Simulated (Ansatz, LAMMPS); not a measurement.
**A faulty run on liquid Si0.5Ge0.5 at 2500 K (104 atoms)**

Program: Ansatz 0.2.0. The cell: 52 Si and 52 Ge.

Input file input.yaml:

```yaml
crystal:
  lattice:
    - [13.1758, 0.0, 0.0]
    - [0.0, 13.1758, 0.0]
    - [0.0, 0.0, 13.1758]
  atoms:
    - { symbol: Si, position: [0.65899, 0.83635, 0.47476] }
    - { symbol: Si, position: [0.37097, 0.57473, 0.99932] }
    - { symbol: Si, position: [0.15781, 0.29392, 0.42453] }
    - { symbol: Si, position: [0.20543, 0.92454, 0.45212] }
    - { symbol: Si, position: [0.62231, 0.22716, 0.772] }
    - { symbol: Si, position: [0.12518, 0.49941, 0.80214] }
    - { symbol: Si, position: [0.5447, 0.57875, 0.60738] }
    - { symbol: Si, position: [0.91573, 0.89872, 0.55112] }
    - { symbol: Si, position: [0.03959, 0.94389, 0.42281] }
    - { symbol: Si, position: [0.31808, 0.71566, 0.23973] }
    - { symbol: Si, position: [0.88016, 0.37716, 0.97594] }
    - { symbol: Si, position: [0.61132, 0.67906, 0.72852] }
    - { symbol: Si, position: [0.1546, 0.80635, 0.19895] }
    - { symbol: Si, position: [0.30219, 0.24634, 0.69595] }
    - { symbol: Si, position: [0.49701, 0.31433, 0.14278] }
    - { symbol: Si, position: [0.27571, 0.92814, 0.75446] }
    - { symbol: Si, position: [0.63517, 0.98699, 0.00106] }
    - { symbol: Si, position: [0.20226, 0.45134, 0.49543] }
    [... 80 atom lines left out ...]
    - { symbol: Ge, position: [0.84336, 0.0012, 0.98214] }
    - { symbol: Ge, position: [0.69029, 0.46062, 0.84147] }
    - { symbol: Ge, position: [0.98378, 0.24099, 0.44996] }
    - { symbol: Ge, position: [0.00697, 0.31155, 0.09173] }
    - { symbol: Ge, position: [0.77222, 0.25955, 0.4386] }
    - { symbol: Ge, position: [0.09741, 0.68811, 0.85771] }
kpoints:
  mp_grid: { grid: [1, 1, 1] }
hamiltonian:
  xc: pbe
scf:
  occupations: { method: fermi_dirac, width: 0.05 }
  convergence: { dr2_threshold: 0.0 }
  max_iter: 60
output:
  forces: true
```

Run with:

```sh
ansatz run input.yaml --threads 8 --pin off --max-ram 15872MiB --backend cpu --events-out ev --progress --plain --runs-dir out
```

The program printed:

```text
Error: invalid value for `scf.convergence.dr2_threshold`: must be finite and > 0; got 0 eV
```

It took 0.02 s on 8 threads of Arm Neoverse V2, shared host; peak memory 0.031 GiB; 0.02 s of CPU time.

**Question.** What is wrong with this input, and how is it mended?

A threshold that can't be met: scf.convergence.dr2_threshold = 0.0.

The fix is to take out scf.convergence.dr2_threshold.

The program refused it before any cycle.

[Logs are printed without paths, hosts, clocks, repeated set-up lines and the standing remarks that a program may print on its own settings, such as how far it seeks lower states.]

[Hosts, paths, dates, database ids (printed as entryN), source tags and the programs' standing remarks are cut or masked in the printed files.]
